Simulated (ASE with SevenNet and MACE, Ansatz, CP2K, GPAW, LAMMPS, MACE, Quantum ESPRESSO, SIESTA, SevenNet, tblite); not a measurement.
## Machine-learned potentials runs on liquid 68TiO2-32SiO2 (mol %) at 3000 K (93 atoms)

How do the settings of machine-learned potentials change the result for liquid 68TiO2-32SiO2 (mol %) at 3000 K (93 atoms)? A plane-wave run serves as the yardstick.

Calculated with ASE with SevenNet and MACE; the method is named at each step.

## (1) The structure

The cell holds 93 atoms: 21 Ti, 10 Si and 62 O. Cell: a = 11.642 Å, b = 11.642 Å, c = 11.642 Å, α = 90.0°, β = 90.0°, γ = 90.0°. 93 atoms (21 Ti, 10 Si, 62 O) placed at random at 3.07 g/cm³, melted at 4000 K for 10 ps at fixed volume with the Morse and Coulomb pair potential with partial charges (Pedone, Malavasi, Menziani, Cormack and Segre, J. Phys. Chem. B 110, 11780 (2006)). Snapshot at the end of a hold of 10 ps at 3000 K and zero pressure.

The yardstick, on the same geometry:

- method: Kohn-Sham DFT, PBE, PAW, plane waves (Ansatz 0.2.0); cutoff 420 eV, Γ point, fermi-dirac smearing of 0.05 eV; PAW set soft_2
- r.m.s. force component: 2.877 eV/Å
- longest force: 11.96 eV/Å
- pressure: 5.426 GPa
- gap (highest filled to lowest empty level): 0.7041 eV
- SCF cycles: 16
- time: 19 s on 8 threads of Arm Neoverse V2, shared host
- CPU time: 2.4 min

## (2) SevenNet l3i5 potential

Method: machine-learned interatomic potential SevenNet l3i5, trained on PBE(+U) plane-wave data.

Contents of run.py:

```python
import numpy as np
from ase.io import read
import mlip  # loads the published weights by name

atoms = read("structure.xyz")
atoms.calc = mlip.calc("7net-l3i5")
energy = atoms.get_potential_energy()
forces = atoms.get_forces()
print(f"energy {energy:.6f} eV")
print("forces (eV/A)")
for i, (a, f) in enumerate(zip(atoms, forces)):
    print(f"{i:4d} {a.symbol:2s} {f[0]:10.5f} {f[1]:10.5f} {f[2]:10.5f}")
stress = -atoms.get_stress(voigt=False) * 160.21766
print("stress (GPa, compression positive)")
for row in stress:
    print(" ".join(f"{x:10.4f}" for x in row))
```

Contents of structure.xyz:

```xyz
93
Lattice="11.64156 0.00000 0.00000 0.00000 11.64156 0.00000 0.00000 0.00000 11.64156" Properties=species:S:1:pos:R:3 pbc="T T T"
Ti 6.75408 11.59336 5.09283
Ti 4.48805 9.40417 6.44931
Ti 6.53965 0.99617 1.89874
Ti 1.21538 0.91549 3.06522
Ti 10.63503 7.72487 7.96818
Ti 6.10390 4.50039 1.24576
Ti 9.20824 3.83403 1.52679
Ti 10.81734 0.99954 0.13958
Ti 7.08342 3.73624 8.76190
Ti 3.99131 8.28565 2.91924
Ti 1.36451 4.00120 10.42246
Ti 9.74515 4.83241 10.26285
Ti 2.07697 9.59753 4.63707
Ti 11.44540 11.22421 8.56667
Ti 6.76933 7.65456 0.52620
Ti 0.47521 6.80181 2.17511
Ti 10.39277 8.90184 3.68549
Ti 8.23745 8.02790 5.75198
Ti 9.85388 0.70536 5.59959
Ti 3.89911 9.13257 11.43469
Ti 3.82251 2.19408 1.00374
Si 9.10777 9.98671 1.29023
Si 0.20349 5.58387 6.02684
Si 11.60163 3.93392 3.36534
Si 4.89446 6.11520 7.09006
Si 6.90368 5.29854 4.45290
Si 9.02128 4.05417 6.14779
Si 3.23682 11.15727 8.69531
Si 2.54554 4.14754 7.55037
Si 1.04332 7.72476 10.58718
Si 4.95139 1.76649 7.45886
O 11.27101 3.70562 10.11209
O 0.62480 8.65794 4.29108
O 1.11235 4.52938 7.07574
O 2.15800 3.81587 9.00021
O 5.83452 2.48699 8.53315
O 1.86218 5.72078 11.05552
O 3.80155 0.85728 8.22243
O 0.39640 4.79167 2.16917
O 2.42633 2.61923 11.23096
O 2.07173 10.88439 3.41435
O 10.82397 0.41432 7.15711
O 3.84451 9.46762 1.57173
O 5.71694 0.83819 6.32276
O 10.38392 7.21032 3.15626
O 7.79670 4.49760 10.02047
O 8.33280 11.57602 5.75733
O 5.27514 1.30455 0.71561
O 10.31594 9.81628 2.17127
O 6.41846 0.30885 3.61505
O 9.79730 5.18177 0.44622
O 4.69353 3.74509 1.22818
O 2.47360 8.19810 10.87566
O 2.35229 7.54361 2.57616
O 8.39042 3.82856 7.51684
O 9.13839 7.70345 7.16759
[... 33 atom lines left out ...]
O 6.34442 9.78264 5.75279
O 10.09149 5.88760 8.91173
O 7.30962 3.04625 1.33925
O 6.67737 4.90645 2.72133
```

Run with:

```sh
$ OMP_NUM_THREADS=1 python run.py > output.txt
```

The program printed:

```text
energy -754.914185 eV
forces (eV/A)
   0 Ti   -1.13508   -4.26032   11.20852
   1 Ti    0.81635    0.17197   -2.12129
   2 Ti    4.16673   -1.82273   -1.91177
   3 Ti    0.07837    0.07008    0.53111
   4 Ti    2.24002    1.26544    4.23285
   5 Ti    4.59221    0.10442   -4.27703
   6 Ti   -0.23119   -0.72540   -1.09840
   7 Ti   -4.77343   -1.98648   -2.59094
   8 Ti   -2.16669    1.92537   -5.12541
   9 Ti    1.92233   -0.89618   -3.72583
  10 Ti    0.68530    1.33167    7.28412
  11 Ti    0.78765   -0.88271   -1.50061
  12 Ti   -0.33380   -2.24036   -5.95496
  13 Ti    0.84832   -2.00772   -0.94556
  14 Ti   -2.27775   -1.23329    3.25486
  15 Ti    0.76364   -0.24188    0.47535
  16 Ti    5.45105   -0.82130    0.48833
  17 Ti   -1.47676    9.79110    3.23742
  18 Ti    4.68061    3.95738   -0.16249
  19 Ti   -5.03836    1.68792    1.67674
  20 Ti   -6.25825    2.31215   -4.16037
  21 Si   -7.02630    1.16260   -3.44703
  22 Si    0.34615   -1.82700    0.35217
  23 Si    4.69324   -0.88689    5.59703
[...]
85 O    -0.59355   -0.09487    1.09558
  86 O     0.92871    2.84324   -2.25109
  87 O    -1.75751    1.70804   -2.58395
  88 O    -1.58777    2.63718    1.05531
  89 O    -1.22988   -0.89662    0.71249
  90 O    -0.03519    1.55040    0.75120
  91 O     1.52713   -2.45055    0.42587
  92 O     2.54414    3.52194   11.50714
stress (GPa, compression positive)
    6.5022     2.9467     1.3541
    2.9467     1.9097     0.2765
    1.3541     0.2765    10.2695
```

Run time: 10 s. Hardware: 1 thread of Arm Neoverse V2, shared host; peak memory 1.4 GiB.

Banners, paths, timers and routine set-up lines are dropped from the logs unmarked, and long logs keep their key lines alone; longer cuts are marked.

Numbers from this run, and their distance from the reference:

```
r.m.s. force component                  : 2.947 eV/Å
r.m.s. difference of force components   : 205.8 meV/Å
longest difference of force vectors     : 1121 meV/Å
force difference over r.m.s. force      : 7.151 %
slope of forces against the reference's : 1.022
correlation of force components         : 0.9978
pressure                                : 6.227 GPa
pressure difference                     : 0.8014 GPa
```

Length of the force difference by element (eV/Å):

| element | atoms | mean | most |
| --- | --- | --- | --- |
| O | 62 | 0.27 | 1.1 |
| Si | 10 | 0.30 | 0.46 |
| Ti | 21 | 0.41 | 0.94 |

The surroundings of O93, which bears the longest force, nearest first, numbered as they follow in the input and with coordinates relative to it.

| atom | x | y | z | distance (Å) | bonds | Fx | Fy | Fz (eV/Å) |
| --- | --- | --- | --- | --- | --- | --- | --- | --- |
| O93 | 0.00 | 0.00 | 0.00 | 0.00 | 2 | 2.54 | 3.52 | 11.51 |
| Ti6 | -0.57 | -0.41 | -1.48 | 1.63 | 4 | 4.59 | 0.10 | -4.28 |
| Si26 | 0.23 | 0.39 | 1.73 | 1.79 | 4 | 0.25 | -1.19 | 0.42 |
| O92 | 0.63 | -1.86 | -1.38 | 2.40 | 3 | 1.53 | -2.45 | 0.43 |
| O87 | 0.04 | 0.91 | -2.41 | 2.58 | 2 | 0.93 | 2.84 | -2.25 |
| O52 | -1.98 | -1.16 | -1.49 | 2.74 | 2 | -7.19 | -1.68 | 0.30 |
| O76 | 1.46 | -0.58 | 2.28 | 2.77 | 2 | -7.14 | 2.90 | -6.94 |
| O64 | -1.07 | 0.38 | 2.71 | 2.94 | 2 | -0.35 | 1.19 | 0.37 |
| Ti7 | 2.53 | -1.07 | -1.19 | 3.00 | 4 | -0.23 | -0.73 | -1.10 |
| O72 | -0.79 | 2.86 | -0.49 | 3.01 | 2 | -0.73 | -0.25 | -0.01 |

Atoms are counted from 1 here, from 0 in the log.

Forces lie 7.2 % from the reference's, at 0.068 times its CPU time (on 1 against 8 cores).

## (3) MACE MPA-0 medium potential

Method: machine-learned interatomic potential MACE MPA-0 medium, trained on PBE(+U) plane-wave data.

Edit run.py of step 2 so:

```diff
@@ -5,3 +5,3 @@
 atoms = read("structure.xyz")
-atoms.calc = mlip.calc("7net-l3i5")
+atoms.calc = mlip.calc("mace-mpa-0-medium")
 energy = atoms.get_potential_energy()
```

structure.xyz is that of step 2.

The program printed:

```text
energy -754.195416 eV
forces (eV/A)
   0 Ti   -1.32691   -4.65733   11.88246
   1 Ti    0.70989    0.35216   -1.72765
   2 Ti    4.65027   -1.65237   -1.81843
   3 Ti   -0.08083    0.23193    0.95708
   4 Ti    2.54158    1.68796    4.59720
   5 Ti    5.12463   -0.03774   -3.83675
   6 Ti   -0.44844   -0.99513   -0.93914
   7 Ti   -4.88980   -2.22230   -2.61654
   8 Ti   -2.65397    1.83138   -5.53350
   9 Ti    1.78110   -1.03079   -3.95121
  10 Ti    1.13714    1.75938    7.10794
  11 Ti    0.66806   -0.92921   -1.36678
  12 Ti   -0.26729   -2.00405   -5.60961
  13 Ti    0.96304   -2.05362   -0.78817
  14 Ti   -1.82990   -0.86129    3.56136
  15 Ti    1.17077   -0.26824    0.36323
  16 Ti    5.62434   -0.81021    0.51343
  17 Ti   -1.08972    9.75757    2.94334
  18 Ti    5.11088    3.87389   -0.02644
  19 Ti   -5.75942    1.62637    1.72875
  20 Ti   -6.31497    2.41146   -4.33815
  21 Si   -7.63638    1.92060   -3.64254
  22 Si    0.48607   -2.07239    0.39881
  23 Si    4.77372   -0.94995    5.51242
[...]
85 O    -0.50778   -0.00848    1.00619
  86 O     0.84854    2.62226   -2.21069
  87 O    -1.82645    1.67078   -2.59908
  88 O    -1.35716    2.17718    1.05620
  89 O    -1.30274   -0.79066    0.58938
  90 O    -0.14882    1.52730    0.69116
  91 O     1.20383   -1.98617    0.37536
  92 O     2.48520    3.42237   10.98970
stress (GPa, compression positive)
    6.7334     2.7296     1.5932
    2.7296     1.9967     0.1632
    1.5932     0.1632    10.8857
```

The job ended after 8.4 s (1 thread; peak memory 1 GiB).

Numbers from this run, and their distance from the reference:

```yaml
r_m_s_force_component: 2.981 eV/Å
r_m_s_difference_of_force_components: 251 meV/Å
longest_difference_of_force_vectors: 1213 meV/Å
force_difference_over_r_m_s_force: 8.721 %
slope_of_forces_against_the_reference_s: 1.033
correlation_of_force_components: 0.997
pressure: 6.539 GPa
pressure_difference: 1.113 GPa
```

Against the first run (7.2 %), the force difference from the reference is 8.7 %, at 0.86 times the CPU time.

## (4) MACE MP-0b3 medium potential

Method: machine-learned interatomic potential MACE MP-0b3 medium, trained on PBE(+U) plane-wave data.

Edit run.py of step 3 so:

```diff
@@ -5,3 +5,3 @@
 atoms = read("structure.xyz")
-atoms.calc = mlip.calc("mace-mpa-0-medium")
+atoms.calc = mlip.calc("mace-mp-0b3-medium")
 energy = atoms.get_potential_energy()
```

structure.xyz is that of step 3.

The program printed:

```text
energy -755.145045 eV
forces (eV/A)
   0 Ti   -0.74670   -4.27352   11.35701
   1 Ti    1.02862   -0.11547   -2.25857
   2 Ti    4.16496   -1.59499   -1.73445
   3 Ti    0.22769    0.19755    0.60283
   4 Ti    1.97608    1.00323    4.02706
   5 Ti    4.67236    0.33079   -3.82413
   6 Ti   -0.61532   -0.81252   -0.78692
   7 Ti   -4.66440   -1.64195   -2.30516
   8 Ti   -2.18175    1.88630   -5.04897
   9 Ti    1.72152   -0.98053   -3.41462
  10 Ti    0.44524    1.56185    6.62070
  11 Ti    0.65334   -0.97557   -1.23460
  12 Ti   -0.22711   -2.06812   -5.42763
  13 Ti    0.50815   -1.83138   -1.04400
  14 Ti   -2.19136   -1.24388    3.30778
  15 Ti    1.05546    0.00762    0.23805
  16 Ti    4.81337   -0.87250    0.74435
  17 Ti   -0.97775    8.88775    2.68555
  18 Ti    4.32506    3.65469   -0.16902
  19 Ti   -4.74227    1.32566    1.81508
  20 Ti   -5.40163    2.16791   -3.94278
  21 Si   -7.35629    1.64214   -3.02044
  22 Si    0.43414   -1.73271    0.42172
  23 Si    4.46932   -1.08116    5.44730
[...]
85 O    -0.49823   -0.10032    1.12551
  86 O     1.03245    2.78219   -2.35638
  87 O    -1.74094    1.69508   -2.33752
  88 O    -1.12451    2.15656    0.83921
  89 O    -1.45031   -0.73586    0.52251
  90 O     0.00814    1.45518    0.61370
  91 O     1.70106   -2.08912    0.28017
  92 O     2.48130    3.31229   11.16458
stress (GPa, compression positive)
    5.8367     2.6164     1.4814
    2.6164     1.8964     0.1641
    1.4814     0.1641     9.7734
```

Wall time 8.5 s (1 thread); peak memory 0.99 GiB.

Compared with the plane-wave run:

```yaml
r_m_s_force_component: 2.853 eV/Å
r_m_s_difference_of_force_components: 261.1 meV/Å
longest_difference_of_force_vectors: 1144 meV/Å
force_difference_over_r_m_s_force: 9.073 %
slope_of_forces_against_the_reference_s: 0.9873
correlation_of_force_components: 0.9959
pressure: 5.835 GPa
pressure_difference: 0.4098 GPa
```

Against the first run (7.2 %), the force difference from the reference is 9.1 %, at 0.86 times the CPU time.

## (5) All runs compared

Differences are against the plane-wave reference, forces as r.m.s. over components; share is that over the reference's r.m.s. force, slope the least-squares factor from reference forces to these. Total energies of different programs have different zeros and aren't compared.

| run | Δ force, r.m.s. (meV/Å) | share (%) | slope | Δ pressure (GPa) | cores | CPU time | memory (GiB) |
| --- | --- | --- | --- | --- | --- | --- | --- |
| reference | - | - | - | - | 8 | 2.4 min | 2.2 |
| SevenNet l3i5 potential | 206 | 7.15 | 1.022 | 0.801 | 1 | 9.6 s | 1.4 |
| MACE MPA-0 medium potential | 251 | 8.72 | 1.033 | 1.11 | 1 | 8.2 s | 1 |
| MACE MP-0b3 medium potential | 261 | 9.07 | 0.987 | 0.410 | 1 | 8.3 s | 0.99 |

Times of the machine-learned potentials are mostly Python's start and the loading of weights.

CPU time is summed over cores on a shared host, where runs went side by side, so it is rough. Symmetry, cutoffs, thresholds, outputs and thread counts weren't matched or tuned between programs; memory under MPI is the largest rank's times the ranks.

## (6) Outcome

- nearest in forces: SevenNet l3i5 potential, 7.2 %
- its CPU time: 9.6 s

**Reading.** Machine-learned potentials differ by 7.2 % (SevenNet l3i5 potential) to 9.1 % (MACE MP-0b3 medium potential); they were trained on other programs' data. The frame stands for 3000 K, but pressures are static and levels are smeared at 580 K. Machine-learned potentials mimic data converged in k, so the reference's own k-point error enters their differences. The network of bonds at the start is that of the classical potential that made the cell, and needn't be the one that DFT or experiment would give. The reference's stress is far from hydrostatic: its diagonal is 5.8, 1.1, 9.4 GPa, compression counted positive. The runs have no spin polarisation, so moments on Ti can't form, and no Hubbard term. The electronic-structure runs sample only Γ, in a cell whose shortest periodic width is 12 Å.

[Also dropped from logs without a mark: logging warnings of Python, and SIESTA's first energy breakdown and zero terms.]

[Logs are printed without paths, hosts, clocks, repeated set-up lines and the standing remarks that a program may print on its own settings, such as how far it seeks lower states.]

[Hosts, paths, dates, database ids (printed as entryN), source tags and the programs' standing remarks are cut or masked in the printed files.]
